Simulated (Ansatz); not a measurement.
# P on Al(111): change of the work function

How does P on the fcc site change the work function of Al(111) as the layer fills?

Method: plane-wave DFT, PBE, Ansatz PAW, in Ansatz 0.2.0.

**1. The starting structure**

The cell holds 4 atoms: 4 Al. Its edges and angles: a = 2.864 Å, b = 2.864 Å, c = 25.015 Å, α = 90.0°, β = 90.0°, γ = 60.0°. Vacuum lies along c.

**2. The clean slab**

The bare slab comes first, as the zero from which every change is counted. The two lowest layers are held at bulk places and the upper ones relax. The dipole correction removes the false field that a one-sided slab makes across the periodic vacuum, so each face gets a flat vacuum level of its own.

Contents of input.yaml:

```yaml
crystal:
  lattice:
    - [2.8637824638, 0.0, 0.0]
    - [1.4318912319, 2.4801083646, 0.0]
    - [0.0, 0.0, 25.0148057707]
  atoms:
    - { symbol: Al, position: [0.0, 0.0, 0.3597869231] }
    - { symbol: Al, position: [0.3333333333, 0.3333333333, 0.4532623077] }
    - { symbol: Al, position: [0.6666666667, 0.6666666667, 0.5467376923] }
    - { symbol: Al, position: [0.0, 0.0, 0.6402130769] }
kpoints:
  mp_grid: { grid: [12, 12, 1] }
hamiltonian:
  xc: pbe
scf:
  occupations: { method: fermi_dirac, width: 0.1 }
  convergence: { dr2_threshold: 1.0e-08 }
efield:
  axis: 3
  dipole_correction: true
  ramp_position: 0.97
  ramp_width: 0.06
relax:
  f_tol: 0.02
  max_steps: 60
  constraints: [{ sites: [0, 1] }]
output:
  write_potential: true
  write_density: true
  volumetric_format: npy
```

Command:

```bash
> ansatz run input.yaml --threads 2 --pin off --max-ram 4096MiB --backend cpu --events-out ev --progress --plain --runs-dir out
```

Numbers of over 12 decimals in the logs are rounded to 6 here.

The log of the run:

```text
Engine: ansatz 0.2.0, aarch64-unknown-linux-gnu
Pseudopotentials: kind: paw
Pseudopotential: Al, paw, valence charge 3, recommended cutoff 420 eV (normal), Al.paw.azcp
Functional definition: PBE
  parameter kappa = 0.804
  parameter beta = 0.066725
  exchange = pbe_x(kappa = kappa, mu = beta*pi^2/3)
  correlation = pbe_c(beta = beta)
Crystal: 4 atoms, lattice volume = 177.667 Å³
Basis set: ecut = 420 eV, 3467 PW (Γ), exchange–correlation on 40×40×360 points (8 copies of the dense FFT grid, shifted against one another)
Bands: 10, of which v1, the nominal top of the filled ones, is band 6 counted from 1 (5 counted from 0)
Symmetry: 6 space group operations
k-points: 19 of 144 (time reversal used)
Non-local potential: Al, projectors of the file, l = 0: 2, l = 1: 2, l = 2: 1
PAW form: soft (Blöchl's): semilocal exchange-correlation on the pseudo side does not see the compensation charge
PAW one-centre angular grid: Al, 110 points (default); XC on 64 Gauss nodes
Initial density: superposition of atomic densities (neutral atoms: chi_scale 0, normalization atom), corrected by the library's trained network
Initial wavefunctions: pseudopotential atomic-orbital guess
Functional: x = pbe(κ = 0.804, μ = 0.219515), c = pbe(β = 0.066725)
SCF iter   1: F=—  HF=-2149.281065 eV  |F-HF|=—  |Δ(HF+E_count)|=         —  Δρ=1.37e-3  dr2=4.13e-2  ethr=1.77e-3  p=-0.000 e·Å  D=-1.79e-14 V/Å  ΔV_dip=0.00 eV  dr2_dipole=1.23e-6  V_vac-E_F(+/−)=3.96/3.96 eV  ⟨swp⟩=8.2  Hψ=1709  notcnv=0
efield: sawtooth ramp at fractional position 0.9700 (set: `efield.ramp_position`, or a place that a band, a saddle search or an elastic batch's reference lends), width 0.0600; the density the first Hamiltonian is built on has a dipole p = -0.000 e·Å; the dipole correction subtracts the counter field D = -1.79e-14 V/Å, which shifts the + side's vacuum level by +0.00 eV against the − side's; the planar-averaged density in the ramp window peaks in size at 6.8e-6 e/Å³
preconditioner: auto → LDOS  [metal: Δε(μ)=0.035 eV  Ē_g=6.481 eV  σ=0.100 eV  W_gap=0.09  n_scr=12 (ndim 8)  ℏωp=9.7 eV  f_vac=0.517  D(μ)=1.93/eV (n_scr^D=10)  β→1.0]
SCF iter   2: F=—  HF=-2149.278663 eV  |F-HF|=—  |Δ(HF+E_count)|=   2.40e-3  Δρ=4.15e-4  dr2=5.50e-4  ethr=3.44e-4  p=-0.000 e·Å  D=-2.16e-5 V/Å  ΔV_dip=0.00 eV  dr2_dipole=9.75e-7  V_vac-E_F(+/−)=4.05/4.05 eV  ⟨swp⟩=1.4  Hψ=364  notcnv=0
SCF iter   3: F=—  HF=-2149.278781 eV  |F-HF|=—  |Δ(HF+E_count)|=   1.18e-4  Δρ=1.46e-4  dr2=1.74e-4  ethr=4.59e-6  p=-0.000 e·Å  D=-1.14e-5 V/Å  ΔV_dip=0.00 eV  dr2_dipole=2.68e-9  V_vac-E_F(+/−)=4.05/4.05 eV  ⟨swp⟩=2.3  Hψ=349  notcnv=0
SCF iter   4: F=—  HF=-2149.278775 eV  |F-HF|=—  |Δ(HF+E_count)|=   6.25e-6  Δρ=2.72e-5  dr2=6.01e-6  ethr=1.45e-6  p=-0.000 e·Å  D=-4.98e-6 V/Å  ΔV_dip=0.00 eV  dr2_dipole=2.20e-9  V_vac-E_F(+/−)=4.05/4.05 eV  ⟨swp⟩=2.6  Hψ=311  notcnv=0
SCF iter   5: F=—  HF=-2149.278723 eV  |F-HF|=—  |Δ(HF+E_count)|=   5.25e-5  Δρ=8.22e-6  dr2=2.22e-7  ethr=5.01e-8  p=-0.000 e·Å  D=-2.02e-6 V/Å  ΔV_dip=0.00 eV  dr2_dipole=6.48e-11  V_vac-E_F(+/−)=4.05/4.05 eV  ⟨swp⟩=2.3  Hψ=315  notcnv=0
SCF iter   6: F=—  HF=-2149.278723 eV  |F-HF|=—  |Δ(HF+E_count)|=   3.20e-7  Δρ=1.90e-6  dr2=2.67e-8  ethr=1.85e-9  p=-0.000 e·Å  D=-6.66e-7 V/Å  ΔV_dip=0.00 eV  dr2_dipole=4.13e-15  V_vac-E_F(+/−)=4.05/4.05 eV  ⟨swp⟩=2.4  Hψ=314  notcnv=0
SCF iter   7: F=-2149.278723 eV  HF=-2149.278723 eV  |F-HF|=4.15e-9  |Δ(HF+E_count)|=   1.70e-8  Δρ=3.92e-7  dr2=9.37e-10  ethr=8.33e-11  p=-0.000 e·Å  D=-7.30e-8 V/Å  ΔV_dip=0.00 eV  dr2_dipole=1.46e-13  V_vac-E_F(+/−)=4.05/4.05 eV  ⟨swp⟩=9.1  Hψ=1233  notcnv=0
SCF 1 converged in 7 iterations: F = -2149.278723 eV  dr2 = 9.37e-10
  greatest PAW one-centre occupation: 0.462 electrons in one spin orbital (limit 2), on the Al atom at site 0 (counted from 0), in its partial waves of l = 0
relax step   1: F+E_penalty+E_count = -2149.27872285 eV  Δ(F+E_penalty+E_count) = +0.000e0 eV  max|allowed force component| = 1.320e-1 eV/Å  Δτ_max = 0.0000 Å  (7 SCF iters, accepted)
Initial density: handed on by an earlier stage of this run
Initial wavefunctions: those handed on with the density
iter 1 solved again at ethr=3.27e-4 eV; its pass at ethr=3.10e-3 eV (dr2=3.92e-2 eV) is discarded
SCF iter   1: F=—  HF=-2149.285072 eV  |F-HF|=—  |Δ(HF+E_count)|=         —  Δρ=1.34e-3  dr2=3.83e-2  ethr=3.27e-4  p=-0.000 e·Å  D=-7.52e-8 V/Å  ΔV_dip=0.00 eV  dr2_dipole=4.72e-3  V_vac-E_F(+/−)=4.05/4.05 eV  ⟨swp⟩=1.2  Hψ=1170  notcnv=0
efield: sawtooth ramp at fractional position 0.9700 (set: `efield.ramp_position`, or a place that a band, a saddle search or an elastic batch's reference lends), width 0.0600; the density the first Hamiltonian is built on has a dipole p = -0.000 e·Å; the dipole correction subtracts the counter field D = -7.52e-8 V/Å, which shifts the + side's vacuum level by +0.00 eV against the − side's; the planar-averaged density in the ramp window peaks in size at 1.7e-7 e/Å³
preconditioner: auto → LDOS  [metal: Δε(μ)=0.063 eV  Ē_g=6.503 eV  σ=0.100 eV  W_gap=0.15  n_scr=12 (ndim 8)  ℏωp=9.7 eV  f_vac=0.521  D(μ)=1.95/eV (n_scr^D=10)  β→1.0]
SCF iter   2: F=—  HF=-2149.281980 eV  |F-HF|=—  |Δ(HF+E_count)|=   3.09e-3  Δρ=4.25e-4  dr2=1.25e-3  ethr=3.19e-4  p=0.000 e·Å  D=1.82e-7 V/Å  ΔV_dip=-0.00 eV  dr2_dipole=2.59e-4  V_vac-E_F(+/−)=4.03/4.03 eV  ⟨swp⟩=2.1  Hψ=258  notcnv=0
SCF iter   3: F=—  HF=-2149.281849 eV  |F-HF|=—  |Δ(HF+E_count)|=   1.31e-4  Δρ=1.92e-4  dr2=2.96e-4  ethr=1.04e-5  p=0.000 e·Å  D=6.48e-5 V/Å  ΔV_dip=-0.00 eV  dr2_dipole=1.61e-6  V_vac-E_F(+/−)=4.02/4.02 eV  ⟨swp⟩=2.4  Hψ=337  notcnv=0
SCF iter   4: F=—  HF=-2149.281822 eV  |F-HF|=—  |Δ(HF+E_count)|=   2.67e-5  Δρ=2.12e-5  dr2=3.32e-6  ethr=2.46e-6  p=0.000 e·Å  D=8.41e-5 V/Å  ΔV_dip=-0.00 eV  dr2_dipole=8.88e-8  V_vac-E_F(+/−)=4.02/4.02 eV  ⟨swp⟩=2.3  Hψ=272  notcnv=0
SCF iter   5: F=—  HF=-2149.281817 eV  |F-HF|=—  |Δ(HF+E_count)|=   5.30e-6  Δρ=7.09e-6  dr2=1.97e-7  ethr=2.77e-8  p=0.000 e·Å  D=7.28e-5 V/Å  ΔV_dip=-0.00 eV  dr2_dipole=1.99e-8  V_vac-E_F(+/−)=4.02/4.02 eV  ⟨swp⟩=2.4  Hψ=343  notcnv=0
SCF iter   6: F=—  HF=-2149.281817 eV  |F-HF|=—  |Δ(HF+E_count)|=   1.41e-7  Δρ=1.36e-6  dr2=1.11e-8  ethr=1.64e-9  p=0.000 e·Å  D=6.54e-5 V/Å  ΔV_dip=-0.00 eV  dr2_dipole=2.37e-11  V_vac-E_F(+/−)=4.02/4.02 eV  ⟨swp⟩=2.5  Hψ=297  notcnv=0
SCF iter   7: F=-2149.281817 eV  HF=-2149.281817 eV  |F-HF|=2.26e-9  |Δ(HF+E_count)|=   5.33e-9  Δρ=3.42e-7  dr2=9.00e-10  ethr=8.33e-11  p=0.000 e·Å  D=6.31e-5 V/Å  ΔV_dip=-0.00 eV  dr2_dipole=5.33e-14  V_vac-E_F(+/−)=4.02/4.02 eV  ⟨swp⟩=9.1  Hψ=1236  notcnv=0
SCF 2 converged in 7 iterations: F = -2149.281817 eV  dr2 = 9.00e-10
  greatest PAW one-centre occupation: 0.463 electrons in one spin orbital (limit 2), on the Al atom at site 3 (counted from 0), in its partial waves of l = 0
relax step   2: F+E_penalty+E_count = -2149.28181683 eV  Δ(F+E_penalty+E_count) = -3.094e-3 eV  max|allowed force component| = 5.697e-2 eV/Å  Δτ_max = 0.0619 Å  (7 SCF iters, accepted)
SCF iter   1: F=—  HF=-2149.282212 eV  |F-HF|=—  |Δ(HF+E_count)|=         —  Δρ=2.15e-4  dr2=1.06e-3  ethr=4.10e-5  p=0.000 e·Å  D=6.31e-5 V/Å  ΔV_dip=-0.00 eV  dr2_dipole=1.83e-4  V_vac-E_F(+/−)=4.02/4.02 eV  ⟨swp⟩=2.3  Hψ=665  notcnv=0
efield: sawtooth ramp at fractional position 0.9700 (set: `efield.ramp_position`, or a place that a band, a saddle search or an elastic batch's reference lends), width 0.0600; the density the first Hamiltonian is built on has a dipole p = 0.000 e·Å; the dipole correction subtracts the counter field D = 6.31e-5 V/Å, which shifts the + side's vacuum level by -0.00 eV against the − side's; the planar-averaged density in the ramp window peaks in size at 5.2e-8 e/Å³
preconditioner: auto → LDOS  [metal: Δε(μ)=0.068 eV  Ē_g=6.492 eV  σ=0.100 eV  W_gap=0.16  n_scr=12 (ndim 8)  ℏωp=9.7 eV  f_vac=0.520  D(μ)=1.91/eV (n_scr^D=10)  β→1.0]
SCF iter   2: F=—  HF=-2149.282106 eV  |F-HF|=—  |Δ(HF+E_count)|=   1.05e-4  Δρ=1.28e-4  dr2=8.40e-5  ethr=8.82e-6  p=0.000 e·Å  D=7.97e-5 V/Å  ΔV_dip=-0.00 eV  dr2_dipole=8.18e-7  V_vac-E_F(+/−)=4.02/4.02 eV  ⟨swp⟩=1.6  Hψ=363  notcnv=0
SCF iter   3: F=—  HF=-2149.282096 eV  |F-HF|=—  |Δ(HF+E_count)|=   1.06e-5  Δρ=2.29e-5  dr2=9.96e-6  ethr=7.00e-7  p=-0.000 e·Å  D=-1.38e-5 V/Å  ΔV_dip=0.00 eV  dr2_dipole=1.95e-6  V_vac-E_F(+/−)=4.02/4.02 eV  ⟨swp⟩=2.7  Hψ=381  notcnv=0
SCF iter   4: F=—  HF=-2149.282096 eV  |F-HF|=—  |Δ(HF+E_count)|=   1.92e-7  Δρ=5.61e-6  dr2=6.74e-7  ethr=8.30e-8  p=-0.000 e·Å  D=-3.55e-5 V/Å  ΔV_dip=0.00 eV  dr2_dipole=1.17e-7  V_vac-E_F(+/−)=4.02/4.02 eV  ⟨swp⟩=1.4  Hψ=224  notcnv=0
SCF iter   5: F=-2149.282096 eV  HF=-2149.282096 eV  |F-HF|=7.79e-9  |Δ(HF+E_count)|=   4.76e-8  Δρ=9.72e-7  dr2=3.57e-9  ethr=8.33e-11  p=-0.000 e·Å  D=-4.17e-5 V/Å  ΔV_dip=0.00 eV  dr2_dipole=4.91e-10  V_vac-E_F(+/−)=4.02/4.02 eV  ⟨swp⟩=8.5  Hψ=1456  notcnv=0
SCF 3 converged in 5 iterations: F = -2149.282096 eV  dr2 = 3.57e-9
  greatest PAW one-centre occupation: 0.463 electrons in one spin orbital (limit 2), on the Al atom at site 0 (counted from 0), in its partial waves of l = 0
relax step   3: F+E_penalty+E_count = -2149.28209604 eV  Δ(F+E_penalty+E_count) = -2.792e-4 eV  max|allowed force component| = 2.389e-3 eV/Å  Δτ_max = 0.0093 Å  (5 SCF iters, accepted)
NSCF: frozen V_eff on 19 k-points
the band table was solved once a step of the walk had ended and its energy, with any forces and stress, was formed, with the checks that follow a solve (2035 applications of the Hamiltonian). They found nothing against the state; the energy, forces and stress were not computed again (output.eigenvalues in the input reference)
WARN: The input density's exchange-correlation potential varies sharply where the density is thin. Do not read a vacuum level from v_tot or v_xc, or from such a field of the output density. On a cell that repeats whose density bears no net charge and no dipole along the vacuum's axis use v_es (v_loc + v_h of the components); under efield.dipole_correction with no amplitude use v_es + v_field, which holds any external [...]
SCF converged after 5 iterations
Free energy (F): -2149.282096 eV
Harris-Foulkes:  -2149.282096 eV  (|F-HF|=7.79e-9)
Internal energy: -2149.219587 eV  (E = F + TS)
E sigma→0 (E₀):  -2149.250841 eV
Entropy (-TS):   -0.062509 eV (-15.627 meV/atom)
Fermi energy:    0.479266 eV
Dipole field:    D = -0.000073 V/Å  (p = -0.000072 e·Å, saw-weighted, corrected)
Work function:   Φ+ = 4.0205 eV   Φ− = 4.0187 eV
Levels:          The Fermi level and band energies are counted from a zero that moves with the ramp; work functions are not
--- Per-component energies (eV) ---
  E_band       = -44.413710
  E_kinetic    = 87.546440
  E_local      = -3014.590194  (includes V_loc(G=0)·N_el)
  E_nonlocal   = 41.703702
  E_hartree    = 1484.218628
  E_xc         = -156.809171
  E_vxc        = -112.957825  (∫ρ·V_xc dr)
  E_paw        = -1869.225999  (= ΣΔE_a)
  E_vpaw       = -14.554873  (= ΣTr[D̂ρ^β])
  E_aug_tail   = -0.000009  (compensation charges beyond the density's cutoff)
  E_efield     = 0.000000  (sawtooth field / dipole correction)
  E_vefield    = -0.000024  (∫n·V_field dr)
  E_ewald      = 1277.937017
  E_smearing   = -0.062509  (= −TS)
  E_closure    = -0.000000  (closes the sum)
  Σ components = -2149.282096   (vs F -2149.282096, Δ=0.00e0)
--- Forces (eV/Å), atoms counted from 1 ---
  atom   1  Al    -0.00000000     0.00000000     0.01001900
  atom   2  Al    -0.00000000     0.00000000    -0.01099822
  atom   3  Al     0.00000000    -0.00000000    -0.00139935
  atom   4  Al    -0.00000000    -0.00000000     0.00238930
  max |Σ_I F_I| component: 1.07e-5 eV/Å
--- Band table (eV; the first three rows and the last of 19) ---
  k-point 0: bands = ["-10.3221", "-9.2285", "-7.6200", "-5.3461", "-2.8883", "0.0394", "2.5925", "4.0136", "4.4355", "5.4494"]
  k-point 1: bands = ["-10.1555", "-9.0628", "-7.4556", "-5.1818", "-2.7320", "0.1950", "2.7478", "4.1769", "4.6017", "5.6108"]
  k-point 2: bands = ["-9.6568", "-8.5668", "-6.9634", "-4.6912", "-2.2635", "0.6555", "3.1920", "4.6420", "5.0801", "5.6506"]
  k-point 18: bands = ["-2.6054", "-2.5276", "-2.5272", "-1.6010", "-1.5972", "-1.4746", "-0.1635", "-0.1632", "0.8321", "2.3628"]
--- Relaxed structure (3 steps of the walk, 3 accepted, 0 SCFs on fresh bases) ---
  F+E_penalty+E_count = -2149.28209604 eV   max|allowed force component| = 2.389e-3 eV/Å
  atoms:
    - { symbol: Al, position: [0.0, 0.0, 0.3597869231] }
    - { symbol: Al, position: [0.333333, 0.333333, 0.453262] }
    - { symbol: Al, position: [0.666667, 0.666667, 0.544636] }
    - { symbol: Al, position: [0, 0, 0.637923] }
```

Elapsed: 6.1 s, on 2 threads of Arm Neoverse V1, shared host; peak memory 0.35 GiB; 10 s of CPU time.

Relaxation path:

```
step  energy less that of the first step (eV)  largest force component (eV/Å)
   1                                   0.0000                          0.1320
   2                                  -0.0031                          0.0570
   3                                  -0.0034                          0.0024
```

The run keeps the 6 symmetry operations that it works with, so distortions that break them were not tested.

The atoms that moved most (Å):

```
atom     dx     dy      dz  length
 Al4  0.000  0.000  -0.057   0.057
 Al3  0.000  0.000  -0.053   0.053
```

Final coordinates:

```cif
data_structure
_symmetry_space_group_name_H-M 'P 1'
_symmetry_Int_Tables_number 1
_cell_length_a 2.8638
_cell_length_b 2.8638
_cell_length_c 25.0148
_cell_angle_alpha 90.000
_cell_angle_beta 90.000
_cell_angle_gamma 60.000
_cell_volume 177.67
loop_
_atom_site_label
_atom_site_type_symbol
_atom_site_fract_x
_atom_site_fract_y
_atom_site_fract_z
_atom_site_occupancy
Al1 Al 0.00000 0.00000 0.35979 1
Al2 Al 0.33333 0.33333 0.45326 1
Al3 Al 0.66667 0.66667 0.54464 1
Al4 Al 0.00000 0.00000 0.63792 1
```

This step gave:

```yaml
energy_at_zero_smearing: -2149.2508 eV
work_function_upper_face: 4.021 eV
dipole_along_the_normal: -7.20e-5 e·Å
```

Running mean over 2.338 Å of the planar mean; the ramp of the sawtooth is left out. The electron's electrostatic potential energy less the Fermi level by z:

z (Å), electron's electrostatic potential energy less the Fermi level (eV) and a bar from the least value:
```
        4       4.02 ##############################
        5       4.01 ##############################
        6       3.92 ##############################
        7       2.91 ##########################
        8      -1.37 ############
        9      -4.40 #
       10      -4.58 #
       11      -4.61 #
       12      -4.78 
       13      -4.77 
       14      -4.62 #
       15      -4.59 #
       16      -4.37 #
       17      -1.17 ############
       18       3.02 ###########################
       19       3.93 ##############################
       20       4.01 ##############################
       21       4.02 ##############################
```

The relaxation took 3 steps and lowered the energy by 0.0034 eV; the largest force on the free atoms ends at 0.0024 eV/Å.

The work function of the upper face is 4.02 eV.

[end of part 1 of 4]

[Logs are printed without paths, hosts, clocks, repeated set-up lines and the standing remarks that a program may print on its own settings, such as how far it seeks lower states.]

[Hosts, paths, dates, database ids (printed as entryN), source tags and the programs' standing remarks are cut or masked in the printed files.]

[Maps of the electrostatic potential energy from Ansatz leave out the sawtooth potential of an applied field or a dipole correction, so their vacuum need not be flat; planar profiles and work functions include it.]
